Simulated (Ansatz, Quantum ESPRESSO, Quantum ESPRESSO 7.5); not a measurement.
# Band edges of H-GaAs-H chair, 1 layer under strain

Aim: band edges, gap and stiffness of H-GaAs-H chair, 1 layer under biaxial strain.

Calculated with Quantum ESPRESSO 7.5; plane-wave DFT, PBE, GBRV ultrasoft pseudopotentials (geometry by Ansatz 0.2.0 with PAW datasets; geometry under PBE).

## Step 1: Starting point

The cell holds 4 atoms: 2 H, 1 As and 1 Ga. Its edges and angles: a = 3.977 Å, b = 3.977 Å, c = 18.833 Å, α = 90.0°, β = 90.0°, γ = 120.0°. Vacuum lies along c.

This sheet is a model structure: its symmetry is held, and its stability is not tested here.

## Step 2: Geometry from Ansatz

A relaxation in Ansatz fixes the structure of this slab for the runs on it.

The input, input.yaml:

```yaml
crystal:
  lattice:
    - [3.9765, 0.0, 0.0]
    - [-1.98825, 3.4437500181, 0.0]
    - [0.0, 0.0, 18.8333333333]
  atoms:
    - { symbol: H, position: [0.6666666667, 0.3333333333, 0.3982300885] }
    - { symbol: As, position: [0.6666666667, 0.3333333333, 0.4778761062] }
    - { symbol: Ga, position: [0.3333333333, 0.6666666667, 0.5205309735] }
    - { symbol: H, position: [0.3333333333, 0.6666666667, 0.6017699115] }
kpoints:
  mp_grid: { grid: [12, 12, 1] }
hamiltonian:
  xc: pbe
scf:
  occupations: { method: fermi_dirac, width: 0.05 }
  convergence: { dr2_threshold: 1.0e-08 }
efield:
  axis: 3
  dipole_correction: true
  ramp_position: 0.97
  ramp_width: 0.04
relax:
  f_tol: 0.01
  cell: { fix: [c, alpha, beta] }
output:
  write_potential: true
  write_density: true
  volumetric_format: npy
```

Started as:

```
$ ansatz run input.yaml --threads 2 --pin off --max-ram 4096MiB --backend cpu --events-out ev --progress --plain --runs-dir out
```

Numbers of over 12 decimals in the logs are rounded to 6 here.

Log:

```text
Warning: relax.cell: scf.convergence.dr2_threshold = 1e-8 eV is looser than the 4e-10 eV advised for a relaxation that steers and ends on the stress (1e-10 eV for each atom of the cell: 4). What an SCF threshold leaves in a stress goes as its square root, and in the free energy as the threshold itself, and one threshold admits the most on a small cell: [figures from the program's tests cut] Set scf.convergence.dr2_threshold to 4e-10 eV or tighter. The threshold is an SCF's pass mark: one that does not reach it within its budget of iterations ends unconverged, or closes short of it on a stop that the run arms, and scf.convergence.dr2_threshold's page says what that costs each kind of run
Engine: ansatz 0.2.0, aarch64-unknown-linux-gnu
Pseudopotentials: kind: paw
Pseudopotential: H, paw, valence charge 1, recommended cutoff 420 eV (normal), H.paw.azcp
Pseudopotential: As, paw, valence charge 15, recommended cutoff 420 eV (normal), As.paw.azcp
Pseudopotential: Ga, paw, valence charge 13, recommended cutoff 420 eV (normal), Ga.paw.azcp
Functional definition: PBE
  parameter kappa = 0.804
  parameter beta = 0.066725
  exchange = pbe_x(kappa = kappa, mu = beta*pi^2/3)
  correlation = pbe_c(beta = beta)
Crystal: 4 atoms, lattice volume = 257.905 Å³
Basis set: ecut = 420 eV, 5079 PW (Γ), exchange–correlation on 54×54×256 points (8 copies of the dense FFT grid, shifted against one another)
Bands: 19, of which v1, the nominal top of the filled ones, is band 15 counted from 1 (14 counted from 0)
Symmetry: 6 space group operations
Space group: P3m1 (ITA 156), of the structure as read, at distance tolerance 6.4e-5 Å
k-points: 19 of 144 (time reversal used)
Non-local potential: H, projectors of the file, l = 0: 2, l = 1: 1
Non-local potential: As, projectors of the file, l = 0: 2, l = 1: 2, l = 2: 3, l = 3: 1
Non-local potential: Ga, projectors of the file, l = 0: 2, l = 1: 2, l = 2: 3, l = 3: 1
PAW form: soft (Blöchl's): semilocal exchange-correlation on the pseudo side does not see the compensation charge
PAW one-centre angular grid: H, 110 points (default); XC on 64 Gauss nodes
PAW one-centre angular grid: As, 590 points (default); XC on 64 Gauss nodes
PAW one-centre angular grid: Ga, 590 points (default); XC on 64 Gauss nodes
Initial density: superposition of atomic densities (neutral atoms: chi_scale 0, normalization atom), corrected by the library's trained network
Initial wavefunctions: pseudopotential atomic-orbital guess
Functional: x = pbe(κ = 0.804, μ = 0.219515), c = pbe(β = 0.066725)
SCF iter   1: F=—  HF=-8670.922080 eV  |F-HF|=—  |Δ(HF+E_count)|=         —  Δρ=1.26e-3  dr2=7.89e-3  ethr=1.77e-3  p=-0.091 e·Å  D=-6.37e-2 V/Å  ΔV_dip=1.20 eV  dr2_dipole=7.04e-5  V_vac-E_F(+/−)=4.90/3.70 eV  ⟨swp⟩=6.4  Hψ=1915  notcnv=0
efield: sawtooth ramp at fractional position 0.9700 (set: `efield.ramp_position`, or a place that a band, a saddle search or an elastic batch's reference lends), width 0.0400; the density the first Hamiltonian is built on has a dipole p = -0.091 e·Å; the dipole correction subtracts the counter field D = -6.37e-2 V/Å, which shifts the + side's vacuum level by +1.20 eV against the − side's; the planar-averaged density in the ramp window peaks in size at 2.3e-5 e/Å³
preconditioner: auto → Resta (q_TF=auto, 1.906 Å⁻¹)  ε∞=1.5  [insulator: Δε(μ)=1.971 eV  Ē_g=14.036 eV  σ=0.050 eV  W_gap=1.00  n_scr=28 (ndim 8)  ℏωp=10.3 eV  f_vac=0.721  D(μ)=0.00/eV (n_scr^D=0)  ε∞_Penn≈1.5  vacuum switching on, ρ_ref=1.4e-2 e/Å³]
SCF iter   2: F=—  HF=-8670.921680 eV  |F-HF|=—  |Δ(HF+E_count)|=   4.00e-4  Δρ=5.83e-4  dr2=1.39e-3  ethr=2.63e-5  p=-0.087 e·Å  D=-6.10e-2 V/Å  ΔV_dip=1.15 eV  dr2_dipole=2.48e-4  V_vac-E_F(+/−)=4.80/3.66 eV  ⟨swp⟩=2.0  Hψ=779  notcnv=0
SCF iter   3: F=—  HF=-8670.922349 eV  |F-HF|=—  |Δ(HF+E_count)|=   6.69e-4  Δρ=2.83e-4  dr2=5.08e-4  ethr=4.64e-6  p=-0.097 e·Å  D=-6.80e-2 V/Å  ΔV_dip=1.28 eV  dr2_dipole=2.60e-5  V_vac-E_F(+/−)=4.83/3.55 eV  ⟨swp⟩=2.0  Hψ=614  notcnv=0
SCF iter   4: F=—  HF=-8670.922691 eV  |F-HF|=—  |Δ(HF+E_count)|=   3.42e-4  Δρ=1.03e-4  dr2=4.01e-5  ethr=1.69e-6  p=-0.096 e·Å  D=-6.76e-2 V/Å  ΔV_dip=1.27 eV  dr2_dipole=6.88e-6  V_vac-E_F(+/−)=4.79/3.51 eV  ⟨swp⟩=2.0  Hψ=480  notcnv=0
SCF iter   5: F=—  HF=-8670.922726 eV  |F-HF|=—  |Δ(HF+E_count)|=   3.46e-5  Δρ=4.91e-5  dr2=1.43e-5  ethr=1.34e-7  p=-0.098 e·Å  D=-6.88e-2 V/Å  ΔV_dip=1.30 eV  dr2_dipole=1.19e-6  V_vac-E_F(+/−)=4.79/3.49 eV  ⟨swp⟩=2.0  Hψ=590  notcnv=0
SCF iter   6: F=—  HF=-8670.922727 eV  |F-HF|=—  |Δ(HF+E_count)|=   1.78e-6  Δρ=1.56e-5  dr2=8.31e-7  ethr=4.77e-8  p=-0.098 e·Å  D=-6.87e-2 V/Å  ΔV_dip=1.29 eV  dr2_dipole=2.33e-8  V_vac-E_F(+/−)=4.79/3.49 eV  ⟨swp⟩=2.0  Hψ=581  notcnv=0
SCF iter   7: F=—  HF=-8670.922750 eV  |F-HF|=—  |Δ(HF+E_count)|=   2.28e-5  Δρ=3.51e-6  dr2=3.25e-8  ethr=2.77e-9  p=-0.098 e·Å  D=-6.87e-2 V/Å  ΔV_dip=1.29 eV  dr2_dipole=6.38e-10  V_vac-E_F(+/−)=4.79/3.49 eV  ⟨swp⟩=2.0  Hψ=456  notcnv=0
SCF iter   8: F=-8670.922751 eV  HF=-8670.922751 eV  |F-HF|=6.53e-9  |Δ(HF+E_count)|=   2.86e-7  Δρ=7.32e-7  dr2=1.61e-9  ethr=3.33e-11  p=-0.098 e·Å  D=-6.87e-2 V/Å  ΔV_dip=1.29 eV  dr2_dipole=1.30e-11  V_vac-E_F(+/−)=4.79/3.49 eV  ⟨swp⟩=8.5  Hψ=2164  notcnv=0
SCF 1 converged in 8 iterations: F = -8670.922751 eV  dr2 = 1.61e-9
  greatest PAW one-centre occupation: 0.999 electrons in one spin orbital (limit 2), on the As atom at site 1 (counted from 0), in its partial waves of l = 2
relax step   1: F+E_penalty+E_count = -8670.92275055 eV  Δ(F+E_penalty+E_count) = +0.000e0 eV  max|allowed force component| = 4.386e-1 eV/Å  Δτ_max = 0.0000 Å  P = +0.829 GPa  Ω = 257.905 Å³  fix = [c, alpha, beta]  reactions: c +0.821 GPa  (8 SCF iters, accepted)
Crystal: 4 atoms, lattice volume = 265.373 Å³
Basis set: ecut = 420 eV, 5211 PW (Γ), exchange–correlation on 54×54×256 points (8 copies of the dense FFT grid, shifted against one another)
Initial density: handed on by an earlier stage of this run
Initial wavefunctions: those handed on with the density
iter 1 solved again at ethr=1.52e-5 eV; its pass at ethr=3.10e-3 eV (dr2=4.57e-3 eV) is discarded
SCF iter   1: F=—  HF=-8670.958134 eV  |F-HF|=—  |Δ(HF+E_count)|=         —  Δρ=1.15e-3  dr2=4.58e-3  ethr=1.52e-5  p=-0.101 e·Å  D=-6.87e-2 V/Å  ΔV_dip=1.29 eV  dr2_dipole=7.18e-5  V_vac-E_F(+/−)=4.86/3.57 eV  ⟨swp⟩=1.4  Hψ=2305  notcnv=0
[...]
relax step   5: F+E_penalty+E_count = -8670.96284473 eV  Δ(F+E_penalty+E_count) = -3.256e-4 eV  max|allowed force component| = 8.818e-4 eV/Å  Δτ_max = 0.0056 Å  P = -0.001 GPa  Ω = 271.371 Å³  energy of the carried Pulay correction = -1.770e-3 eV  fix = [c, alpha, beta]  reactions: c +0.001 GPa  (7 SCF iters, accepted)
Basis set: ecut = 420 eV, 5283 PW (Γ), exchange–correlation on 60×60×256 points (8 copies of the dense FFT grid, shifted against one another)
Initial wavefunctions: pseudopotential atomic-orbital guess (no wavefunctions were taken with the density)
iter 1 solved again at ethr=5.33e-7 eV; its pass at ethr=3.10e-3 eV (dr2=1.60e-4 eV) is discarded
SCF iter   1: F=—  HF=-8670.956225 eV  |F-HF|=—  |Δ(HF+E_count)|=         —  Δρ=2.63e-4  dr2=6.14e-6  ethr=5.33e-7  p=-0.098 e·Å  D=-6.55e-2 V/Å  ΔV_dip=1.23 eV  dr2_dipole=1.96e-9  V_vac-E_F(+/−)=5.09/3.86 eV  ⟨swp⟩=3.1  Hψ=2791  notcnv=0
efield: sawtooth ramp at fractional position 0.9700 (set: `efield.ramp_position`, or a place that a band, a saddle search or an elastic batch's reference lends), width 0.0400; the density the first Hamiltonian is built on has a dipole p = -0.098 e·Å; the dipole correction subtracts the counter field D = -6.55e-2 V/Å, which shifts the + side's vacuum level by +1.23 eV against the − side's; the planar-averaged density in the ramp window peaks in size at 4.1e-6 e/Å³
preconditioner: auto → Resta (q_TF=auto, 1.890 Å⁻¹)  ε∞=1.5  [insulator: Δε(μ)=1.667 eV  Ē_g=13.854 eV  σ=0.050 eV  W_gap=1.00  n_scr=28 (ndim 8)  ℏωp=10.1 eV  f_vac=0.723  D(μ)=0.00/eV (n_scr^D=0)  ε∞_Penn≈1.5  vacuum switching on, ρ_ref=1.4e-2 e/Å³]
SCF iter   2: F=—  HF=-8670.961947 eV  |F-HF|=—  |Δ(HF+E_count)|=   5.72e-3  Δρ=1.32e-4  dr2=1.78e-6  ethr=2.05e-8  p=-0.098 e·Å  D=-6.55e-2 V/Å  ΔV_dip=1.23 eV  dr2_dipole=6.42e-9  V_vac-E_F(+/−)=5.09/3.86 eV  ⟨swp⟩=2.8  Hψ=652  notcnv=0
SCF iter   3: F=—  HF=-8670.964418 eV  |F-HF|=—  |Δ(HF+E_count)|=   2.47e-3  Δρ=4.43e-5  dr2=3.61e-7  ethr=5.93e-9  p=-0.098 e·Å  D=-6.55e-2 V/Å  ΔV_dip=1.23 eV  dr2_dipole=3.88e-8  V_vac-E_F(+/−)=5.09/3.86 eV  ⟨swp⟩=2.8  Hψ=636  notcnv=0
SCF iter   4: F=—  HF=-8670.964887 eV  |F-HF|=—  |Δ(HF+E_count)|=   4.69e-4  Δρ=7.73e-6  dr2=1.95e-7  ethr=1.20e-9  p=-0.098 e·Å  D=-6.54e-2 V/Å  ΔV_dip=1.23 eV  dr2_dipole=3.77e-8  V_vac-E_F(+/−)=5.09/3.86 eV  ⟨swp⟩=2.4  Hψ=603  notcnv=0
SCF iter   5: F=—  HF=-8670.964905 eV  |F-HF|=—  |Δ(HF+E_count)|=   1.83e-5  Δρ=1.94e-6  dr2=1.17e-8  ethr=6.50e-10  p=-0.098 e·Å  D=-6.55e-2 V/Å  ΔV_dip=1.23 eV  dr2_dipole=1.88e-9  V_vac-E_F(+/−)=5.09/3.86 eV  ⟨swp⟩=2.0  Hψ=423  notcnv=0
iter 6 met the thresholds in force, and the SCF goes on: an eigenvalue changes by 3.93 meV, over its tolerance of 3.16 meV (output.eigenvalues, Limitations)
SCF iter   6: F=-8670.964906 eV  HF=-8670.964906 eV  |F-HF|=6.49e-7  |Δ(HF+E_count)|=   4.78e-7  Δρ=8.54e-7  dr2=1.02e-9  ethr=3.33e-11  p=-0.098 e·Å  D=-6.54e-2 V/Å  ΔV_dip=1.23 eV  dr2_dipole=1.45e-11  V_vac-E_F(+/−)=5.09/3.86 eV  ⟨swp⟩=10.8  Hψ=2374  notcnv=0
SCF iter   7: F=-8670.964906 eV  HF=-8670.964906 eV  |F-HF|=1.32e-7  |Δ(HF+E_count)|=   5.17e-7  Δρ=2.90e-7  dr2=1.34e-10  ethr=3.39e-12  p=-0.098 e·Å  D=-6.55e-2 V/Å  ΔV_dip=1.23 eV  dr2_dipole=4.61e-13  V_vac-E_F(+/−)=5.09/3.86 eV  ⟨swp⟩=6.2  Hψ=2073  notcnv=0
SCF 6 converged in 7 iterations: F = -8670.964906 eV  dr2 = 1.34e-10
relax step   6: F+E_penalty+E_count = -8670.96490632 eV  Δ(F+E_penalty+E_count) = -2.062e-3 eV  max|allowed force component| = 8.770e-4 eV/Å  Δτ_max = 0.0000 Å  P = +0.004 GPa  Ω = 271.371 Å³  fix = [c, alpha, beta]  reactions: c -0.000 GPa  stress off target by 5.51e-3 GPa on what of the cell is left free  SCF on the basis re-selected at this cell (its energy is not comparable with the rows above)  (7 SCF iters)
basis re-selected at this cell: Δ(F+E_penalty+E_count) = -2.062e-3 eV, ΔP = +0.004 GPa vs the last step (what re-selecting the basis moved, of the pressure what is left beyond the Pulay correction that the steps carried, after the strain that the cell walked since its last selection, with what the two solves' SCF thresholds leave and, on support functions, any second-order correction that the steps lacked; it is no measure of the basis error at this ecutwfc). The dense FFT grid was sized anew with the basis: this SCF ran on 30×30×128 points, the steps before it on 27×27×128, so part of this shift can come from that change (see relax.cell in the input reference). [rest of the remark cut]
WARN: The output density's exchange-correlation potential varies sharply where the density is thin. Do not read a vacuum level from v_tot or v_xc, or from such a field of the output density. On a cell that repeats whose density bears no net charge and no dipole along the vacuum's axis use v_es (v_loc + v_h of the components); under efield.dipole_correction with no amplitude use v_es + v_field, which holds any externa [...]
SCF converged after 7 iterations
an eigenvalue changed by more than its tolerance at an iteration that met the thresholds in force, so the SCF went on 1 time: the last check found none over its tolerance
Free energy (F): -8670.964906 eV
Harris-Foulkes:  -8670.964906 eV  (|F-HF|=1.32e-7)
Internal energy: -8670.964906 eV  (E = F + TS)
E sigma→0 (E₀):  -8670.964906 eV
Fermi energy:    -2.173846 eV
Dipole field:    D = -0.065451 V/Å  (p = -0.098156 e·Å, saw-weighted, corrected)
Work function:   Φ+ = 5.0901 eV   Φ− = 3.8574 eV
Levels:          The Fermi level and band energies are counted from a zero that moves with the ramp; work functions are not
--- Per-component energies (eV) ---
  E_band       = -621.981377
  E_kinetic    = 244.007784
  E_local      = -17150.609036  (includes V_loc(G=0)·N_el)
  E_nonlocal   = -242.748658
  E_hartree    = 8433.308348
  E_xc         = -164.919148
  E_vxc        = -158.584123  (∫ρ·V_xc dr)
  E_paw        = -3825.391611  (= ΣΔE_a)
  E_vpaw       = -180.954850  (= ΣTr[D̂ρ^β])
  E_aug_tail   = -0.002392  (compensation charges beyond the density's cutoff)
  E_efield     = 0.003212  (sawtooth field / dipole correction)
  E_vefield    = 0.292402  (∫n·V_field dr)
  E_ewald      = 4035.386594
  E_smearing   = -0.000000  (= −TS)
  E_closure    = -0.000000  (closes the sum)
  Σ components = -8670.964906   (vs F -8670.964906, Δ=0.00e0)
--- Forces (eV/Å), atoms counted from 1 ---
  atom   1  H      0.00000000    -0.00000000     0.00050659
  atom   2  As    -0.00000000     0.00000000    -0.00087355
  atom   3  Ga    -0.00000000    -0.00000000     0.00029297
  atom   4  H      0.00000000    -0.00000000     0.00008764
  max |Σ_I F_I| component: 1.37e-5 eV/Å
--- Stress (GPa, compression-positive) ---
        0.005509       0.000000      -0.000000
        0.000000       0.005509      -0.000000
       -0.000000      -0.000000      -0.000201
  P = ⅓ Tr σ = 0.0036 GPa (0.036 kbar)
--- Band table (eV; the first three rows and the last of 19) ---
  k-point 0: bands = [... 11 lower, -8.6825, -5.1255, -3.0323, -3.0323, -1.3628, 0.7713, 1.9719, 2.0042]
  k-point 1: bands = [... 11 lower, -8.6669, -5.1695, -3.6395, -3.1498, -0.7499, 0.7989, 1.8315, 2.0568]
  k-point 2: bands = [... 11 lower, -8.6360, -5.4169, -4.4206, -3.4344, -0.0936, 0.9085, 1.9170, 2.2558]
  k-point 18: bands = [... 11 lower, -9.0355, -6.7357, -5.8387, -4.7781, 1.4601, 1.7874, 2.2835, 3.5811]
--- Relaxed structure (5 steps of the walk, 4 accepted, 1 SCFs on fresh bases) ---
  F+E_penalty+E_count = -8670.96490632 eV   max|allowed force component| = 8.770e-4 eV/Å   (the final SCF, on the basis selected at the relaxed cell)
  cell:  # Å, volume = 271.3710 Å³
    - [4.078991, 0.0, 0]
    - [-2.039496, 3.532510, 0]
    - [0, 0, 18.8333333333]
  atoms:
    - { symbol: H, position: [0.666667, 0.333333, 0.397479] }
    - { symbol: As, position: [0.666667, 0.333333, 0.478207] }
    - { symbol: Ga, position: [0.333333, 0.666667, 0.519892] }
    - { symbol: H, position: [0.333333, 0.666667, 0.602829] }
```

It took 45 s on 2 threads of Arm Neoverse N1, shared host; peak memory 0.49 GiB.

The steps of the relaxation:

```tsv
step	energy less that of the first step (eV)	largest force component (eV/Å)	pressure (GPa)	volume (Å³)
1	0.0000	0.4386	0.83	257.91
2	-0.0341	0.1306	0.30	265.37
3	-0.0398	0.0530	0.04	271.25
4	-0.0315	0.3380	-0.14	271.49
5	-0.0401	0.0009	0.00	271.37
6*	-0.0422	0.0009	0.00	271.37
```

Relaxation steps marked * repeat the geometry before them on a plane-wave basis chosen anew for their cell, so energy and pressure can jump there. Relaxation step 4 was tried and not accepted.

```tsv
cell as run	before	after	change
a (Å)	3.977	4.079	+2.6 %
b (Å)	3.977	4.079	+2.6 %
```

The atoms that moved most (Å, along periodic axes as changes of fractional coordinates times the final cell, across vacuum about the mean position):

```tsv
atom	dx	dy	dz	length
H4	0.000	0.000	0.020	0.020
H1	0.000	0.000	-0.014	0.014
Ga3	0.000	0.000	-0.012	0.012
As2	0.000	0.000	0.006	0.006
```

The relaxed structure:

```cif
data_structure
_symmetry_space_group_name_H-M 'P 1'
_symmetry_Int_Tables_number 1
_cell_length_a 4.0790
_cell_length_b 4.0790
_cell_length_c 18.8333
_cell_angle_alpha 90.000
_cell_angle_beta 90.000
_cell_angle_gamma 120.000
_cell_volume 271.37
loop_
_atom_site_label
_atom_site_type_symbol
_atom_site_fract_x
_atom_site_fract_y
_atom_site_fract_z
_atom_site_occupancy
H1 H 0.66667 0.33333 0.39748 1
As2 As 0.66667 0.33333 0.47821 1
Ga3 Ga 0.33333 0.66667 0.51989 1
H4 H 0.33333 0.66667 0.60283 1
```

Read from the output:

```
free energy                                                      : -8670.9649 eV
Fermi energy                                                     : -2.174 eV
gap by band count                                                : 1.670 eV
symmetry operations                                              : 6
dipole along the normal                                          : -0.09816 e·Å
vacuum level at the upper face over a Fermi level inside the gap : 5.090 eV
vacuum level at the lower face over a Fermi level inside the gap : 3.857 eV
```

[end of part 1 of 2]

[Logs are printed without paths, hosts, clocks, repeated set-up lines and the standing remarks that a program may print on its own settings, such as how far it seeks lower states.]

[Hosts, paths, dates, database ids (printed as entryN), source tags and the programs' standing remarks are cut or masked in the printed files.]

[Maps of the electrostatic potential energy from Ansatz leave out the sawtooth potential of an applied field or a dipole correction, so their vacuum need not be flat; planar profiles and work functions include it.]
